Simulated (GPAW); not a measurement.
# Screening of a field by CO/Mo(100)

How does CO/Mo(100) screen a perpendicular field?

Main program and level: GPAW 26.7.0; GPAW, PAW setups; slab in vacuum, relaxation, in the first sound run; inputs show where later runs differ.

## (1) Starting point

The cell holds 7 atoms: 5 Mo, 1 C and 1 O. Its edges and angles: a = 3.150 Å, b = 3.150 Å, c = 27.136 Å, α = 90.0°, β = 90.0°, γ = 90.0°. Vacuum lies along c.

## (2) Relaxation

Forces are removed first; all later runs use this geometry. The lowest 3 atoms are held at bulk positions and keep their forces.

File run.py:

```python
import json
import numpy as np
from ase import Atoms
from ase.constraints import FixAtoms
from ase.optimize import BFGS
from gpaw import GPAW, PW

slab = Atoms(
    ['Mo', 'Mo', 'Mo', 'Mo', 'Mo', 'C', 'O'],
    positions=[
        [0.00000, 0.00000, 9.00000],
        [1.57500, 1.57500, 10.57500],
        [0.00000, 0.00000, 12.15000],
        [1.57500, 1.57500, 13.72500],
        [0.00000, 0.00000, 15.30000],
        [1.57500, 0.00000, 16.97612],
        [1.57500, 0.00000, 18.13612]],
    cell=[[3.15, 0.0, 0.0], [0.0, 3.15, 0.0], [0.0, 0.0, 27.13612]],
    pbc=[True, True, False])

slab.calc = GPAW(mode=PW(500), xc='PBE', kpts={'size': (10, 10, 1), 'gamma': True},
                 occupations={'name': 'fermi-dirac', 'width': 0.1}, nbands='160%',
                 convergence={'density': 1e-05}, maxiter=200,
                 poissonsolver={'dipolelayer': 'xy'},
                 symmetry={'tolerance': 1e-3, 'extra_ids': [1, 1, 1, 0, 0, 0, 0]}, txt='slab.txt')
result = {}
slab.set_constraint(FixAtoms([0, 1, 2]))
path = []
opt = BFGS(slab, maxstep=0.2)
opt.attach(lambda: path.append((slab.get_potential_energy(), slab.positions.tolist(), slab.get_forces().tolist())))
result['relaxed'] = bool(opt.run(fmax=0.03, steps=40))
result['path'] = path
energy = slab.get_potential_energy()
fermi = slab.calc.get_fermi_level()
v = slab.calc.get_electrostatic_potential().mean((0, 1)) - fermi
n = slab.calc.get_pseudo_density().mean((0, 1))
L = slab.cell[2, 2]
z = np.arange(len(v)) * L / len(v)
low, high = slab.positions[:, 2].min(), slab.positions[:, 2].max()
below, above = np.interp([low - 6.8, high + 6.8], z, v)
slopes = [np.interp(x, z, np.gradient(v, z)) for x in (low - 6.8, high + 6.8)]
eps = np.array([[slab.calc.get_eigenvalues(k, s) for k in range(len(slab.calc.get_ibz_k_points()))]
                for s in range(slab.calc.get_number_of_spins())]) - fermi
top, bottom = eps[eps < 0].max(), eps[eps > 0].min()
dipole = slab.get_dipole_moment()[2]
print(f'energy {energy:.4f} eV, Fermi level {fermi:.4f} eV, dipole {dipole:.5f} e A')
print(f'potential 6.8 A off the faces, from the Fermi level: lower {below:.4f} eV, upper {above:.4f} eV')
print(f'slope of the potential there: lower {slopes[0]:.5f}, upper {slopes[1]:.5f} eV/A')
print(f'nearest levels on the mesh: {top:.4f} and {bottom:.4f} eV')
print('magnetic moment', round(slab.get_magnetic_moment(), 3))
result.update(energy=energy, fermi=fermi, dipole=dipole, below=below, above=above, slopes=slopes, edges=[top, bottom],
              z=z.tolist(), v=v.tolist(), n=n.tolist(), positions=slab.positions.tolist(),
              forces=slab.get_forces(apply_constraint=False).tolist(), moments=slab.get_magnetic_moments().tolist())
json.dump(result, open('result.json', 'w'))
```

Launch:

```sh
$ OMP_NUM_THREADS=1 OPENBLAS_NUM_THREADS=1 python run.py
```

Output:

```text
Step          Energy          fmax
BFGS:    0      -68.295077        1.205690
BFGS:    1      -68.288660        1.804410
BFGS:    2      -68.306113        0.365518
BFGS:    3      -68.309412        0.284141
BFGS:    4      -68.314761        0.385711
BFGS:    5      -68.316037        0.206882
BFGS:    6      -68.316552        0.099690
BFGS:    7      -68.317408        0.252284
BFGS:    8      -68.316883        0.478270
BFGS:    9      -68.319178        0.302944
BFGS:   10      -68.320042        0.225985
BFGS:   11      -68.322411        0.139608
BFGS:   12      -68.324136        0.248115
BFGS:   13      -68.325334        0.244750
BFGS:   14      -68.326011        0.128481
BFGS:   15      -68.326163        0.023365
energy -68.1986 eV, Fermi level 1.0037 eV, dipole -0.12059 e A
potential 6.8 A off the faces, from the Fermi level: lower 3.9877 eV, upper 6.1800 eV
slope of the potential there: lower -0.00094, upper 0.00026 eV/A
nearest levels on the mesh: -0.0071 and 0.0084 eV
magnetic moment 0.0
```

It took 2.5 h on 1 thread of Arm Neoverse V1, shared host; peak memory 0.55 GiB.

This run has no spin polarisation, although Mo can carry a moment.

Step by step:

```
step  energy less that of the first step (eV)  largest force (eV/Å)
   1                                   0.0000                1.2057
   2                                   0.0071                1.8044
   3                                  -0.0108                0.3655
   4                                  -0.0143                0.2841
   5                                  -0.0201                0.3857
   6                                  -0.0215                0.2069
   7                                  -0.0220                0.0997
   8                                  -0.0229                0.2523
   9                                  -0.0225                0.4783
  10                                  -0.0246                0.3029
  11                                  -0.0254                0.2260
  12                                  -0.0277                0.1396
  13                                  -0.0295                0.2481
  14                                  -0.0308                0.2447
  15                                  -0.0316                0.1285
  16                                  -0.0318                0.0234
```

The atoms that moved most (Å):

```
atom     dx     dy      dz  length
  C6  0.000  0.000  -0.103   0.103
  O7  0.000  0.000  -0.092   0.092
 Mo5  0.000  0.000  -0.037   0.037
 Mo4  0.000  0.000   0.021   0.021
```

The relaxed structure:

```cif
data_structure
_symmetry_space_group_name_H-M 'P 1'
_symmetry_Int_Tables_number 1
_cell_length_a 3.1500
_cell_length_b 3.1500
_cell_length_c 27.1361
_cell_angle_alpha 90.000
_cell_angle_beta 90.000
_cell_angle_gamma 90.000
_cell_volume 269.26
loop_
_atom_site_label
_atom_site_type_symbol
_atom_site_fract_x
_atom_site_fract_y
_atom_site_fract_z
_atom_site_occupancy
Mo1 Mo 0.00000 0.00000 0.33166 1
Mo2 Mo 0.50000 0.50000 0.38970 1
Mo3 Mo 0.00000 0.00000 0.44774 1
Mo4 Mo 0.50000 0.50000 0.50658 1
Mo5 Mo 0.00000 0.00000 0.56246 1
C6 C 0.50000 0.00000 0.62181 1
O7 O 0.50000 0.00000 0.66494 1
```

Numbers from this step:

| Item | Value |
| --- | --- |
| dipole along the normal | -0.1206 e·Å |
| levels nearest the Fermi level on the mesh | -0.007055, 0.008352 eV from the Fermi level |
| upper work function | 6.180 eV |
| lower work function | 3.988 eV |

The electrostatic potential energy of an electron (without an applied field's), less the Fermi level, planar mean oscillates, so the rows of the table below give means over windows of 1.6 Å about each position, cut where the curve ends. Its maxima inside the range that stand out by 2 % of the span (Å: eV): 9.8: -7.39, 11.3: -7.89, 13.0: -7.59, 14.5: -8.50, 16.3: -1.55, 17.5: 0.323, 23.4: 6.18. Its minima: 9.0: -19.1, 10.6: -19.7, 12.1: -19.7, 13.8: -19.7, 15.2: -19.3, 16.9: -7.91, 18.0: -5.64.

The electrostatic potential energy of an electron (without an applied field's), less the Fermi level, planar mean by z; means over each step:

```
z (Å)  electrostatic potential energy of an electron (without an applied field's), less the Fermi level, planar mean (eV)
 0.80                                                                                                                4.12
 2.40                                                                                                                3.99
 4.00                                                                                                                3.99
 5.60                                                                                                                3.95
 7.20                                                                                                                2.84
 8.80                                                                                                               -11.3
10.40                                                                                                               -13.2
12.00                                                                                                               -13.4
13.60                                                                                                               -13.4
15.20                                                                                                               -12.7
16.80                                                                                                               -3.34
18.40                                                                                                               0.943
20.00                                                                                                                6.15
21.60                                                                                                                6.18
23.20                                                                                                                6.18
24.80                                                                                                                6.18
26.40                                                                                                                6.10
```

The pseudo valence density, planar mean oscillates, so the rows of the table below give means over windows of 1 Å about each position, cut where the curve ends. Its maxima inside the range that stand out by 2 % of the span (Å: e/Å³): 8.9: 1.39, 10.7: 1.41, 12.2: 1.44, 13.8: 1.47, 15.3: 1.42, 16.7: 0.341, 18.0: 0.671. Its minima: 9.7: 0.505, 11.4: 0.492, 13.0: 0.471, 14.5: 0.529, 16.3: 0.310, 17.1: 0.308.

Pseudo valence density, planar mean against z; means over each step:

```
z (Å)  pseudo valence density, planar mean (e/Å³)
    4                                      2.3e-5
    5                                      2.0e-4
    6                                     0.00174
    7                                      0.0149
    8                                       0.181
    9                                        1.05
   10                                       0.762
   11                                       0.880
   12                                        1.05
   13                                       0.677
   14                                        1.02
   15                                        1.00
   16                                       0.483
   17                                       0.330
   18                                       0.522
   19                                      0.0823
   20                                     0.00137
   21                                      2.6e-5
```

The relaxation lowered the energy of the cell by 0.0318 eV (energies extrapolated to zero smearing; the optimiser's log prints free energies). The largest force left on a free atom is 0.023 eV/Å.

## (3) Plane waves, PBE

With the geometry fixed, the planar mean of the potential gives the vacuum level on each side.

This step: GPAW, PAW setups; slab in vacuum (GPAW 26.7.0).

Changes to run.py since step 2:

```diff
@@ -3,4 +3,2 @@
 from ase import Atoms
-from ase.constraints import FixAtoms
-from ase.optimize import BFGS
 from gpaw import GPAW, PW
@@ -13,6 +11,6 @@
         [0.00000, 0.00000, 12.15000],
-        [1.57500, 1.57500, 13.72500],
-        [0.00000, 0.00000, 15.30000],
-        [1.57500, 0.00000, 16.97612],
-        [1.57500, 0.00000, 18.13612]],
+        [1.57500, 1.57500, 13.74650],
+        [0.00000, -0.00000, 15.26304],
+        [1.57500, 0.00000, 16.87352],
+        [1.57500, -0.00000, 18.04397]],
     cell=[[3.15, 0.0, 0.0], [0.0, 3.15, 0.0], [0.0, 0.0, 27.13612]],
@@ -24,10 +22,4 @@
                  poissonsolver={'dipolelayer': 'xy'},
-                 symmetry={'tolerance': 1e-3, 'extra_ids': [1, 1, 1, 0, 0, 0, 0]}, txt='slab.txt')
+                 symmetry={'tolerance': 1e-3}, txt='slab.txt')
 result = {}
-slab.set_constraint(FixAtoms([0, 1, 2]))
-path = []
-opt = BFGS(slab, maxstep=0.2)
-opt.attach(lambda: path.append((slab.get_potential_energy(), slab.positions.tolist(), slab.get_forces().tolist())))
-result['relaxed'] = bool(opt.run(fmax=0.03, steps=40))
-result['path'] = path
 energy = slab.get_potential_energy()
```

Output:

```text
energy -68.1986 eV, Fermi level 1.0037 eV, dipole -0.12080 e A
potential 6.8 A off the faces, from the Fermi level: lower 3.9877 eV, upper 6.1798 eV
slope of the potential there: lower -0.00092, upper 0.00024 eV/A
nearest levels on the mesh: -0.0070 and 0.0083 eV
magnetic moment 0.0
```

It took 12 min on 1 thread; peak memory 0.54 GiB.

Numbers from this step:

```
dipole along the normal                    : -0.1208 e·Å
levels nearest the Fermi level on the mesh : -0.006974, 0.008342 eV from the Fermi level
```

The electrostatic potential energy of an electron (without an applied field's), less the Fermi level, planar mean oscillates, so the rows of the table below give means over windows of 1.6 Å about each position, cut where the curve ends. Its maxima inside the range that stand out by 2 % of the span (Å: eV): 9.8: -7.39, 11.3: -7.89, 13.0: -7.59, 14.5: -8.50, 16.3: -1.55, 17.5: 0.323, 22.6: 6.18. Its minima: 9.0: -19.1, 10.6: -19.7, 12.1: -19.7, 13.8: -19.7, 15.2: -19.3, 16.9: -7.91, 18.0: -5.64.

The electrostatic potential energy of an electron (without an applied field's), less the Fermi level, planar mean by z; means over each step:

(Unchanged from step 2.)

The pseudo valence density, planar mean oscillates, so the rows of the table below give means over windows of 1 Å about each position, cut where the curve ends. Its maxima inside the range that stand out by 2 % of the span (Å: e/Å³): 8.9: 1.39, 10.7: 1.41, 12.2: 1.44, 13.8: 1.47, 15.3: 1.42, 16.7: 0.341, 18.0: 0.671. Its minima: 9.7: 0.505, 11.4: 0.492, 13.0: 0.471, 14.5: 0.529, 16.3: 0.310, 17.1: 0.308.

The pseudo valence density, planar mean by z; means over each step:

(Unchanged from step 2.)

Force by atom:

```
atom  x (eV/Å)  y (eV/Å)  z (eV/Å)  size
 Mo1      0.00      0.00      1.17  1.17
 Mo2      0.00      0.00     -0.88  0.88
 Mo3      0.00      0.00     -0.34  0.34
 Mo4      0.00      0.00      0.00  0.00
 Mo5      0.00      0.00      0.00  0.00
  C6      0.00      0.00     -0.01  0.01
  O7      0.00      0.00      0.02  0.02
```

The potential is flat to 9.2e-4 eV/Å where it is read, so the vacuum is wide enough.

## (4) In a field

A uniform field along the normal polarises the slab; the atoms stay fixed, so this is the electronic response alone.

Changes to run.py since step 3:

```diff
@@ -4,2 +4,3 @@
 from gpaw import GPAW, PW
+from gpaw.external import ConstantElectricField
 
@@ -22,2 +23,3 @@
                  poissonsolver={'dipolelayer': 'xy'},
+                 external=ConstantElectricField(-0.2, [0, 0, 1]),
                  symmetry={'tolerance': 1e-3}, txt='slab.txt')
```

Output:

```text
energy -68.2348 eV, Fermi level 1.1214 eV, dipole -0.24530 e A
potential 6.8 A off the faces, from the Fermi level: lower 2.6456 eV, upper 7.1207 eV
slope of the potential there: lower -0.00090, upper 0.00024 eV/A
nearest levels on the mesh: -0.0120 and 0.0061 eV
magnetic moment 0.0
```

Elapsed: 19 min, on 1 thread; peak memory 0.77 GiB.

This step gave:

* dipole along the normal: -0.2453 e·Å
* levels nearest the Fermi level on the mesh: -0.01204, 0.006145 eV from the Fermi level
* potential below the slab, the applied field's own ramp left out: 2.646 eV from the Fermi level
* potential above the slab, the applied field's own ramp left out: 7.121 eV from the Fermi level

The electrostatic potential energy of an electron (without an applied field's), less the Fermi level, planar mean oscillates, so the rows of the table below give means over windows of 1.6 Å about each position, cut where the curve ends. Its maxima inside the range that stand out by 2 % of the span (Å: eV): 9.8: -8.15, 11.3: -8.34, 13.0: -7.71, 14.5: -8.31, 16.3: -0.996, 17.5: 1.09, 23.0: 7.12. Its minima: 9.0: -20.0, 10.6: -20.3, 12.1: -20.0, 13.8: -19.6, 15.2: -19.0, 16.9: -7.25, 18.0: -4.79.

The electrostatic potential energy of an electron (without an applied field's), less the Fermi level, planar mean by z; means over each step:

z (Å), electrostatic potential energy of an electron (without an applied field's), less the Fermi level, planar mean (eV) and a bar from the least value:
```
     0.80        2.9 ########################
     2.40        2.6 ########################
     4.00        2.6 ########################
     5.60        2.6 ########################
     7.20        1.6 ######################
     8.80      -12.2 ##
    10.40      -13.9 
    12.00      -13.7 
    13.60      -13.3 #
    15.20      -12.4 ##
    16.80       -2.7 ################
    18.40        1.8 ######################
    20.00        7.1 ##############################
    21.60        7.1 ##############################
    23.20        7.1 ##############################
    24.80        7.1 ##############################
    26.40        7.0 ##############################
```

Force by atom:

```
atom  x (eV/Å)  y (eV/Å)  z (eV/Å)  size
 Mo1      0.00      0.00      1.18  1.18
 Mo2      0.00      0.00     -0.89  0.89
 Mo3      0.00      0.00     -0.34  0.34
 Mo4      0.00      0.00     -0.01  0.01
 Mo5      0.00      0.00      0.01  0.01
  C6      0.00      0.00     -0.12  0.12
  O7      0.00      0.00      0.13  0.13
```

The dipole is now -0.245 e Å, against -0.12 in the run without a field.

## (5) Field on

Changes to run.py since step 4:

```diff
@@ -23,3 +23,3 @@
                  poissonsolver={'dipolelayer': 'xy'},
-                 external=ConstantElectricField(-0.2, [0, 0, 1]),
+                 external=ConstantElectricField(-0.1, [0, 0, 1]),
                  symmetry={'tolerance': 1e-3}, txt='slab.txt')
```

Output:

```text
energy -68.2136 eV, Fermi level 1.0631 eV, dipole -0.18283 e A
potential 6.8 A off the faces, from the Fermi level: lower 3.3144 eV, upper 6.6502 eV
slope of the potential there: lower -0.00090, upper 0.00024 eV/A
nearest levels on the mesh: -0.0101 and 0.0072 eV
magnetic moment 0.0
```

It took 15 min on 1 thread; peak memory 0.77 GiB.

This step gave:

* dipole along the normal: -0.1828 e·Å
* levels nearest the Fermi level on the mesh: -0.01012, 0.007215 eV from the Fermi level
* potential below the slab, the applied field's own ramp left out: 3.314 eV from the Fermi level
* potential above the slab, the applied field's own ramp left out: 6.650 eV from the Fermi level

The electrostatic potential energy of an electron (without an applied field's), less the Fermi level, planar mean oscillates, so the rows of the table below give means over windows of 1.6 Å about each position, cut where the curve ends. Its maxima inside the range that stand out by 2 % of the span (Å: eV): 9.8: -7.77, 11.3: -8.12, 13.0: -7.65, 14.5: -8.40, 16.3: -1.27, 17.5: 0.708, 22.6: 6.65. Its minima: 9.0: -19.6, 10.6: -20.0, 12.1: -19.8, 13.8: -19.7, 15.2: -19.2, 16.9: -7.58, 18.0: -5.22.

Electrostatic potential energy of an electron (without an applied field's), less the Fermi level, planar mean against z; means over each step:

```
z (Å)  electrostatic potential energy of an electron (without an applied field's), less the Fermi level, planar mean (eV)
 0.80                                                                                                                3.51
 2.40                                                                                                                3.31
 4.00                                                                                                                3.31
 5.60                                                                                                                3.28
 7.20                                                                                                                2.21
 8.80                                                                                                               -11.8
10.40                                                                                                               -13.5
12.00                                                                                                               -13.6
13.60                                                                                                               -13.3
15.20                                                                                                               -12.6
16.80                                                                                                               -3.02
18.40                                                                                                                1.38
20.00                                                                                                                6.62
21.60                                                                                                                6.65
23.20                                                                                                                6.65
24.80                                                                                                                6.65
26.40                                                                                                                6.53
```

Force by atom:

```
atom  x (eV/Å)  y (eV/Å)  z (eV/Å)  size
 Mo1      0.00      0.00      1.18  1.18
 Mo2      0.00      0.00     -0.88  0.88
 Mo3      0.00      0.00     -0.34  0.34
 Mo4      0.00      0.00     -0.01  0.01
 Mo5      0.00      0.00      0.00  0.00
  C6      0.00      0.00     -0.07  0.07
  O7      0.00      0.00      0.07  0.07
```

The dipole is now -0.183 e Å, against -0.12 in the run without a field.

(Continued in part 2 of 2.)

[Logs are printed without paths, hosts, clocks, repeated set-up lines and the standing remarks that a program may print on its own settings, such as how far it seeks lower states.]

[Hosts, paths, dates, database ids (printed as entryN), source tags and the programs' standing remarks are cut or masked in the printed files.]
